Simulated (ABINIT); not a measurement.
Planning a run of ABINIT 10.8.3 on CsGeCl3 (R3m). The input:

```
acell 3*1.0 Angstrom
rprim 
  3.846816390705 2.220960478697 3.178300533600
  -3.846816390705 2.220960478697 3.178300533600
  -0.000000000000 -4.441920957394 3.178300533600
ntypat 3
znucl 55 32 17
natom 5
typat 1 2 3 3 3
xred 
  0.998403350000 0.998403350000 0.998403350000
  0.515533150000 0.515533150000 0.515533150000
  0.496712670000 0.496712670000 0.948638170000
  0.496712670000 0.948638170000 0.496712670000
  0.948638170000 0.496712670000 0.496712670000
pp_dirpath "pseudos"
pseudos "Cs.upf, Ge.upf, Cl.upf"
ecut 56
ngkpt 2 2 2
nshiftk 1
shiftk 0 0 0
kptopt 1
chksymbreak 0
istwfk *1
occopt 1
irdwfk 1
optdriver 3
nband 149
ecuteps 4
inclvkb 2
awtr 1
symchi 1
irdqps 1
gwcalctyp 28
nqptdm 3
qptdm 
  0.5000000000 0.0000000000 0.0000000000
  0.5000000000 0.5000000000 0.0000000000
  0.5000000000 0.5000000000 0.5000000000
indata_prefix "in"
outdata_prefix "out"
tmpdata_prefix "tmp"
```

```sh
OMP_NUM_THREADS=1 mpirun -n 4 abinit run.abi > log; mrgscr < mrgscr.stdin
```

How long will it take on 4 MPI ranks of Intel Xeon Platinum 8488C (Sapphire Rapids), shared host, and how much memory?

It took 22 s; on shared hardware allow 11 s to 43 s. Peak host memory was 2.0 GiB.

[Paths, hosts, dates, memory and timing lines, banners, echoed tables and standing remarks are left out of the program output.]

[Logs are printed without paths, hosts, clocks, repeated set-up lines and the standing remarks that a program may print on its own settings, such as how far it seeks lower states.]

[Runs of the session that timed out or met a known fault of the program may be left out.]

[Hosts, paths, dates, database ids (printed as entryN), source tags and the programs' standing remarks are cut or masked in the printed files.]

[G0W0 gaps are taken among the corrected bands and points alone; a level outside them can change the order at an edge.]

[Where Ansatz stands beside ABINIT at settings called matched, ABINIT's density can come from a denser mesh and the files from another edition; pairs whose starting gaps differed by over 0.03 eV were left out, so agreement reads better than it is.]
